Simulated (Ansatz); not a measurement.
# MgAs2 in Cmcm, a phase reached by a soft mode: following an unstable mode, part 2 of 3

Aim: this structure of MgAs2 in Cmcm, a phase reached by a soft mode is to be tested for unstable modes, and one is followed downhill.

Ansatz 0.2.0; DFT PBE+D3(BJ), scalar-relativistic, plane waves, PAW.

So far. Step 4 (The mode frozen in, largest atomic shift 0.08 Å): The run ends at a pressure of 0.38 GPa, with forces up to 0.20 eV/Å. Step 5 (Energy along the mode, all amplitudes (two of the runs …): The lowest of the steps tried is at 0.08 Å, 5.94 meV/atom below the parent; the bottom of the well need not coincide with a step.

The structure was built from a prototype and need not be the compound's stable phase.

## 6. Relaxation from the frozen mode

Starting from the lowest point found, all atoms and the cell are let go, so that strain and other modes of the same symmetry can join in.

File input.yaml:

```yaml
crystal:
  lattice:
    - [2.5967205872, -4.1845851197, 0.0]
    - [2.5967205872, 4.1845851197, 0.0]
    - [0.0, 0.0, 5.3816649072]
  atoms:
    - { symbol: Mg, position: [0.1556979933, 0.8443020067, 0.250580251] }
    - { symbol: Mg, position: [0.8443020067, 0.1556979933, 0.749419749] }
    - { symbol: As, position: [0.4926300538, 0.5073699462, 0.7648652882] }
    - { symbol: As, position: [0.8068271257, 0.1931728743, 0.2509166693] }
    - { symbol: As, position: [0.1931728743, 0.8068271257, 0.7490833307] }
    - { symbol: As, position: [0.5073699462, 0.4926300538, 0.2351347118] }
kpoints:
  mp_grid: { grid: [8, 8, 8] }
hamiltonian:
  xc: pbe
  dispersion: d3bj
scf:
  occupations: { method: methfessel_paxton, width: 0.2 }
output:
  forces: true
  stress: true
  eigenvalues: true
  write_density: true
  write_potential: true
  elf: true
  volumetric_format: npy
relax:
  adjacent_minimum: "off"
  f_tol: 0.002
  max_steps: 120
  cell: { stress_tol: 0.03 }
```

Run with:

```
> ansatz run input.yaml --threads 8 --pin off --max-ram 14336MiB --backend cpu --events-out ev --progress --plain --runs-dir out
```

Numbers of over 12 decimals in the logs are rounded to 6 here.

Log:

```text
[...]
Crystal: 6 atoms, lattice volume = 116.956 Å³
Basis set: ecut = 420 eV, 2277 PW (Γ), exchange–correlation on 72×72×72 points (8 copies of the dense FFT grid, shifted against one another)
Bands: 48, of which v1, the nominal top of the filled ones, is band 40 counted from 1 (39 counted from 0)
Symmetry: 4 space group operations
[...]
k-points: 150 of 512
[...]
SCF iter   1: F=—  HF=-23275.356974 eV  |F-HF|=—  |Δ(HF+E_count)|=         —  Δρ=2.56e-3  dr2=1.48e-2  ethr=1.77e-3  ⟨swp⟩=6.0  Hψ=25951  notcnv=0
[...]
SCF iter   7: F=-23275.352419 eV  HF=-23275.352419 eV  |F-HF|=1.01e-8  |Δ(HF+E_count)|=   3.13e-8  S|Δr|=    0.00e0  Δρ=4.24e-6  dr2=3.39e-8  ethr=1.25e-10  ⟨swp⟩=12.2  Hψ=53155  notcnv=0
SCF 1 converged in 7 iterations: F = -23275.352419 eV  dr2 = 3.39e-8
[...]
relax step   1: F+E_penalty+E_count = -23275.35241945 eV  Δ(F+E_penalty+E_count) = +0.000e0 eV  max|allowed force component| = 1.960e-1 eV/Å  Δτ_max = 0.0000 Å  P = +0.375 GPa  Ω = 116.956 Å³  (7 SCF iters, dr2 threshold 1.00e-7 eV, accepted)
Crystal: 6 atoms, lattice volume = 118.717 Å³
Basis set: ecut = 420 eV, 2339 PW (Γ), exchange–correlation on 72×72×72 points (8 copies of the dense FFT grid, shifted against one another)
[...]
iter 1 solved again at ethr=6.67e-6 eV; its pass at ethr=3.10e-3 eV (dr2=5.34e-3 eV) is discarded
[...]
SCF iter   6: F=-23275.368597 eV  HF=-23275.368597 eV  |F-HF|=1.95e-7  |Δ(HF+E_count)|=   6.30e-7  S|Δr|=    0.00e0  Δρ=1.22e-5  dr2=3.06e-7  ethr=7.50e-10  ⟨swp⟩=10.7  Hψ=64672  notcnv=0
SCF 2 converged in 6 iterations: F = -23275.368597 eV  dr2 = 3.06e-7
  Residual-converged pass: ⟨swp⟩=1.0  Hψ=7802  notcnv=0  max |occ|·‖R‖ = 7.1e-9 eV (tolerance 1.0e-8 eV)  dr2=3.06e-7  dr2_onsite=1.02e-7  max |Δocc| = 1.5e-11
relax step   2: F+E_penalty+E_count = -23275.36859674 eV  Δ(F+E_penalty+E_count) = -1.618e-2 eV  max|allowed force component| = 1.577e-1 eV/Å  Δτ_max = 0.0349 Å  P = -0.263 GPa  Ω = 118.717 Å³  energy of the carried Pulay correction = -1.977e-4 eV  (6 SCF iters, dr2 threshold 6.00e-7 eV, accepted)
Crystal: 6 atoms, lattice volume = 118.611 Å³
Basis set: ecut = 420 eV, 2315 PW (Γ), exchange–correlation on 72×72×72 points (8 copies of the dense FFT grid, shifted against one another)
[...]
SCF iter   6: F=-23275.369491 eV  HF=-23275.369491 eV  |F-HF|=1.10e-7  |Δ(HF+E_count)|=   4.51e-8  S|Δr|=    0.00e0  Δρ=7.73e-6  dr2=9.90e-8  ethr=7.50e-10  ⟨swp⟩=10.7  Hψ=58359  notcnv=0
SCF 3 converged in 6 iterations: F = -23275.369491 eV  dr2 = 9.90e-8
[...]
relax step   3: F+E_penalty+E_count = -23275.36949075 eV  Δ(F+E_penalty+E_count) = -8.940e-4 eV  max|allowed force component| = 2.067e-1 eV/Å  Δτ_max = 0.0401 Å  P = +0.401 GPa  Ω = 118.611 Å³  energy of the carried Pulay correction = -1.858e-4 eV  (6 SCF iters, dr2 threshold 6.00e-7 eV, accepted)
[...]
relax step   4: F+E_penalty+E_count = -23275.37319144 eV  Δ(F+E_penalty+E_count) = -3.701e-3 eV  max|allowed force component| = 2.120e-2 eV/Å  Δτ_max = 0.0190 Å  P = -0.002 GPa  Ω = 118.722 Å³  energy of the carried Pulay correction = -1.983e-4 eV  (5 SCF iters, dr2 threshold 6.00e-7 eV, accepted)
[...]
relax step   5: F+E_penalty+E_count = -23275.37328988 eV  Δ(F+E_penalty+E_count) = -9.843e-5 eV  max|allowed force component| = 3.440e-3 eV/Å  Δτ_max = 0.0031 Å  P = +0.002 GPa  Ω = 118.771 Å³  energy of the carried Pulay correction = -2.037e-4 eV  (5 SCF iters, dr2 threshold 2.81e-8 eV, accepted)
[...]
relax step   6: F+E_penalty+E_count = -23275.37329680 eV  Δ(F+E_penalty+E_count) = -6.922e-6 eV  max|allowed force component| = 3.578e-3 eV/Å  Δτ_max = 0.0024 Å  P = +0.001 GPa  Ω = 118.783 Å³  energy of the carried Pulay correction = -2.050e-4 eV  (6 SCF iters, dr2 threshold 7.40e-10 eV, accepted)
[...]
relax step   7: F+E_penalty+E_count = -23275.37330264 eV  Δ(F+E_penalty+E_count) = -5.845e-6 eV  max|allowed force component| = 1.670e-3 eV/Å  Δτ_max = 0.0014 Å  P = -0.001 GPa  Ω = 118.790 Å³  energy of the carried Pulay correction = -2.058e-4 eV  (6 SCF iters, dr2 threshold 8.00e-10 eV, accepted)
Basis set: ecut = 420 eV, 2327 PW (Γ), exchange–correlation on 72×72×80 points (8 copies of the dense FFT grid, shifted against one another)
[...]
SCF iter   5: F=-23275.373550 eV  HF=-23275.373550 eV  |F-HF|=7.28e-12  |Δ(HF+E_count)|=   2.32e-9  S|Δr|=    0.00e0  Δρ=7.66e-8  dr2=6.05e-12  ethr=1.00e-12  ⟨swp⟩=4.9  Hψ=38101  notcnv=0
SCF 8 converged in 5 iterations: F = -23275.373550 eV  dr2 = 6.05e-12
relax step   8: F+E_penalty+E_count = -23275.37355003 eV  Δ(F+E_penalty+E_count) = -2.474e-4 eV  max|allowed force component| = 1.638e-3 eV/Å  Δτ_max = 0.0000 Å  P = +0.001 GPa  Ω = 118.790 Å³  stress off target by 5.19e-3 GPa  SCF on the basis re-selected at this cell (its energy is not comparable with the rows above)  (5 SCF iters)
basis re-selected at this cell: Δ(F+E_penalty+E_count) = -2.474e-4 eV, ΔP = +0.002 GPa vs the last step (what re-selecting the basis moved, of the pressure what is left beyond the Pulay correction that the steps carried, after the strain that the cell walked since its last selection, with what the two solves' SCF thresholds leave and, on support functions, any second-order correction that the steps lacked; it is no measure of the basis error at this ecutwfc). The dense FFT grid was sized anew with the basis: this SCF ran on 36×36×40 points, the steps before it on 36×36×36, so part of this shift can come from that change (see relax.cell in the input reference). [rest of the remark cut]
SCF converged after 5 iterations
[...]
Free energy (F): -23275.373550 eV
[...]
Internal energy: -23275.373340 eV  (E = F + TS)
E sigma→0 (E₀):  -23275.373498 eV
Entropy (-TS):   -0.000210 eV (-0.035 meV/atom)
Fermi energy:    10.004711 eV
[...]
--- Forces (eV/Å), atoms counted from 1 ---
  atom   1  Mg     0.00000000     0.00070223     0.00083413
  atom   2  Mg     0.00000000    -0.00070223    -0.00083413
  atom   3  As     0.00000000    -0.00103355     0.00073674
  atom   4  As     0.00000000    -0.00163801     0.00048889
  atom   5  As     0.00000000     0.00163801    -0.00048889
  atom   6  As     0.00000000     0.00103355    -0.00073674
  max |Σ_I F_I| component: 0.00e0 eV/Å
--- Stress (GPa, compression-positive) ---
        0.000847       0.000000      -0.000000
        0.000000      -0.003422      -0.001019
       -0.000000      -0.001019       0.005066
  P = ⅓ Tr σ = 0.0008 GPa (0.008 kbar)
--- Band table (eV; the first three rows and the last of 150) ---
  k-point 0: bands = [... 36 lower, 6.7899, 8.2968, 9.2472, 9.3728, 9.4646, 9.9641, 11.3163, 11.5987, ... 4 higher]
  k-point 1: bands = [... 36 lower, 6.8503, 8.2607, 9.0246, 9.0426, 9.3346, 9.9407, 11.1923, 11.7940, ... 4 higher]
  k-point 2: bands = [... 36 lower, 7.0236, 8.2906, 8.4708, 8.5499, 8.9607, 9.7963, 10.7199, 12.5089, ... 4 higher]
  k-point 149: bands = [... 36 lower, 8.6093, 9.0758, 9.4206, 10.7662, 11.5160, 11.8698, 11.9308, 12.1040, ... 4 higher]
--- Relaxed structure (7 steps of the walk, 7 accepted, 1 SCFs on fresh bases) ---
  F+E_penalty+E_count = -23275.37355003 eV   max|allowed force component| = 1.638e-3 eV/Å   (the final SCF, on the basis selected at the relaxed cell)
  cell:  # Å, volume = 118.7898 Å³
    - [2.600226, -4.213120, -0.080560]
    - [2.600226, 4.213120, 0.080560]
    - [0, 0.103605, 5.423667]
  atoms:
    - { symbol: Mg, position: [0.160609, 0.839391, 0.245166] }
    - { symbol: Mg, position: [0.839391, 0.160609, 0.754834] }
    - { symbol: As, position: [0.487653, 0.512347, 0.772377] }
    - { symbol: As, position: [0.809858, 0.190142, 0.256396] }
    - { symbol: As, position: [0.190142, 0.809858, 0.743604] }
    - { symbol: As, position: [0.512347, 0.487653, 0.227623] }
```

Wall time 26 s (8 threads of AMD EPYC 9R14 (Zen 4), shared host); peak memory 1.1 GiB.

Step by step:

```csv
step,energy less that of the first step (eV),largest force component (eV/Å),pressure (GPa),volume (Å³)
1,0.0000,0.1960,0.38,116.96
2,-0.0162,0.1577,-0.26,118.72
3,-0.0171,0.2067,0.40,118.61
4,-0.0208,0.0212,0.00,118.72
5,-0.0209,0.0034,0.00,118.77
6,-0.0209,0.0036,0.00,118.78
7,-0.0209,0.0017,0.00,118.79
8*,-0.0211,0.0016,0.00,118.79
```

Relaxation steps marked * repeat the geometry before them on a plane-wave basis chosen anew for their cell, so energy and pressure can jump there.

The run keeps the 4 symmetry operations that it works with, so distortions that break them were not tested.

```csv
cell as run,before,after,change
a (Å),4.925,4.952,+0.5 %
b (Å),4.925,4.952,+0.5 %
c (Å),5.382,5.425,+0.8 %
α (°),90.00,88.14,-2.1 %
β (°),90.00,91.86,+2.1 %
γ (°),116.36,116.65,+0.2 %
volume (Å³/atom),19.49,19.80,+1.6 %
```

The atoms that moved most (Å, as changes of fractional coordinates times the final cell):

```csv
atom,dx,dy,dz,length
As6,0.000,-0.043,-0.042,0.060
As3,0.000,0.043,0.042,0.060
Mg1,0.000,-0.042,-0.030,0.052
Mg2,0.000,0.042,0.030,0.052
As4,0.000,-0.025,0.029,0.038
As5,0.000,0.025,-0.029,0.038
```

Numbers from this step:

* pressure: 8.30e-4 GPa
* volume per atom: 19.80 Å³

Electrostatic potential energy in the bc plane of the conventional cell at fractional x = 0.000, with atoms of Mg and As within 0.2 Å of it. With pseudopotentials it is smooth inside the atoms' cores, unlike the true potential.

Ten even steps from '_' (-41 eV) to '@' (26 eV), each cell a mean:
```
######****##########****++**##########**########
####++====++########++++++++++####**++++++**####
##**--____::**####**++##@@##++****++**%%##++**##
##**::____..++####**++%%@@%%++****++%%@@@@++**##
##**==____::**######++++##**++****++**@@%%++**##
####**++==++**######**++++++**####**++++++++####
####################################******######
################################################
######**++++**######******############******####
####++++****++**##**++++++++**######++--::==**##
##**++##@@@@++++**++**%%%%++++####**--______++**
####++##@@@@++++**++**@@@@**++####**--______==**
####**++****++**##++++####++++######++::..--**##
######**++++**######++++++++**########**++**####
######################****######################
```
Columns run along b (8.4 Å; values clipped at the 3rd and 97th percentile), rows up along c (5.4 Å), edges of the conventional cell, whose origin can differ from the input's. Atoms in or near the plane, at fractional coordinates: Mg at (0.84, 0.25), Mg at (0.16, 0.75), As at (0.51, 0.77), As at (0.19, 0.26), As at (0.81, 0.74), As at (0.49, 0.23).

ELF in the bc plane of the conventional cell at fractional x = 0.000, with atoms of Mg and As within 0.2 Å of it. It is the smooth field of the valence electrons, not physical close to the nuclei.

Values, 8 rows by 16 columns, each cell a mean:
```
0.17 0.15 0.22 0.24 0.20 0.19 0.44 0.60 0.57 0.48 0.33 0.48 0.71 0.78 0.73 0.42
0.17 0.22 0.33 0.32 0.11 0.40 0.64 0.43 0.27 0.45 0.55 0.53 0.37 0.37 0.62 0.55
0.18 0.15 0.31 0.26 0.09 0.35 0.65 0.62 0.48 0.55 0.51 0.53 0.44 0.43 0.63 0.53
0.18 0.35 0.44 0.46 0.32 0.13 0.24 0.43 0.46 0.32 0.20 0.44 0.75 0.82 0.74 0.38
0.31 0.68 0.77 0.74 0.59 0.30 0.36 0.52 0.56 0.43 0.19 0.18 0.27 0.28 0.24 0.17
0.45 0.63 0.41 0.31 0.49 0.54 0.56 0.40 0.47 0.69 0.53 0.14 0.25 0.33 0.29 0.10
0.43 0.66 0.54 0.44 0.53 0.52 0.51 0.33 0.37 0.61 0.46 0.14 0.20 0.32 0.26 0.10
0.26 0.62 0.79 0.77 0.54 0.26 0.39 0.61 0.65 0.49 0.21 0.22 0.39 0.37 0.29 0.19
```
Columns run along b (8.4 Å), rows up along c (5.4 Å), edges of the conventional cell, whose origin can differ from the input's. Atoms in or near the plane, at fractional coordinates: Mg at (0.84, 0.25), Mg at (0.16, 0.75), As at (0.51, 0.77), As at (0.19, 0.26), As at (0.81, 0.74), As at (0.49, 0.23).

Valence density in the bc plane of the conventional cell at fractional x = 0.000, with atoms of Mg and As within 0.2 Å of it. It is the smooth field of the valence electrons, not physical close to the nuclei.

Ten steps, logarithmic in the rise over the least value, from '_' (0 e/Å³) to '@' (27 e/Å³), each cell a mean:
```
____________________..::::::..______........____
______::--..______..::==++==::......--==--::..__
____==##%%==______..--##@@##==....--**%%##--..__
____++@@@@**..____..==%%@@%%==::::--##@@%%++::__
____--####==______..::++##**--....--**%%##==..__
______::::..________..::--::........--====::..__
______________________......________..::::..____
______......__________________________....______
____..::--::..______........____________________
__..::++****--......--====::..______..==++--____
__..--##@@@@++::..::++%%%%++::..____--%%@@##::__
__..--**@@%%++::..::**@@@@**::..____--%%@@##::__
____::==**++--....::==####==::______..++**==____
____..::::::....__..::----::..__________..______
______......________..::::....__________________
```
Columns run along b (8.4 Å), rows up along c (5.4 Å), edges of the conventional cell, whose origin can differ from the input's. Atoms in or near the plane, at fractional coordinates: Mg at (0.84, 0.25), Mg at (0.16, 0.75), As at (0.51, 0.77), As at (0.19, 0.26), As at (0.81, 0.74), As at (0.49, 0.23).

The distorted start has space group C2/m; the relaxation ends in C2/m.

## 7. The new phase in its own primitive cell

The relaxed structure is symmetrised, reduced to its primitive cell and relaxed tightly, as its phonons need.

File input.yaml:

```yaml
crystal:
  lattice:
    - [4.2138899991, -2.6002259673, 0.0]
    - [4.2138899991, 2.6002259673, 0.0]
    - [-0.207273861, 0.0, 5.4206948707]
  atoms:
    - { symbol: Mg, position: [0.160609208, 0.160609208, 0.2451662687] }
    - { symbol: Mg, position: [0.839390792, 0.839390792, 0.7548337313] }
    - { symbol: As, position: [0.4876528569, 0.4876528569, 0.7723766088] }
    - { symbol: As, position: [0.8098575371, 0.8098575371, 0.2563961643] }
    - { symbol: As, position: [0.1901424629, 0.1901424629, 0.7436038357] }
    - { symbol: As, position: [0.5123471431, 0.5123471431, 0.2276233912] }
kpoints:
  mp_grid: { grid: [8, 8, 8] }
hamiltonian:
  xc: pbe
  dispersion: d3bj
scf:
  occupations: { method: methfessel_paxton, width: 0.2 }
output:
  forces: true
  stress: true
  eigenvalues: true
relax:
  adjacent_minimum: "off"
  f_tol: 0.001
  max_steps: 60
  cell: { stress_tol: 0.01 }
```

Log:

```text
[...]
Crystal: 6 atoms, lattice volume = 118.790 Å³
Basis set: ecut = 420 eV, 2327 PW (Γ), exchange–correlation on 72×72×80 points (8 copies of the dense FFT grid, shifted against one another)
Bands: 48, of which v1, the nominal top of the filled ones, is band 40 counted from 1 (39 counted from 0)
Symmetry: 4 space group operations
[...]
k-points: 150 of 512
[...]
- [4.213369, -2.600244, 0.00012621]
    - [4.213369, 2.600244, 0.00012621]
    - [-0.207086, 0, 5.421030]
  atoms:
    - { symbol: Mg, position: [0.160583, 0.160583, 0.245242] }
    - { symbol: Mg, position: [0.839417, 0.839417, 0.754758] }
    - { symbol: As, position: [0.487665, 0.487665, 0.772397] }
    - { symbol: As, position: [0.809899, 0.809899, 0.256358] }
    - { symbol: As, position: [0.190101, 0.190101, 0.743642] }
    - { symbol: As, position: [0.512335, 0.512335, 0.227603] }
[key lines of the parts left out:]
SCF converged after 6 iterations
Free energy (F): -23275.373552 eV
Fermi energy:    10.005658 eV
P = ⅓ Tr σ = 0.0012 GPa (0.012 kbar)
```

It took 9.7 s on 8 threads; peak memory 1.1 GiB.

Little changed from the start: no atom moved by 0.005 Å and no cell edge by 0.1 %.

Numbers from this step:

- pressure: 0.001163 GPa

The largest force component left is 0.65 meV/Å and the pressure is 0.001 GPa, within the tolerances set. The cell now holds 19.80 Å³/atom.

(Continued in part 3 of 3.)

[Logs are printed without paths, hosts, clocks, repeated set-up lines and the standing remarks that a program may print on its own settings, such as how far it seeks lower states.]

[Hosts, paths, dates, database ids (printed as entryN), source tags and the programs' standing remarks are cut or masked in the printed files.]
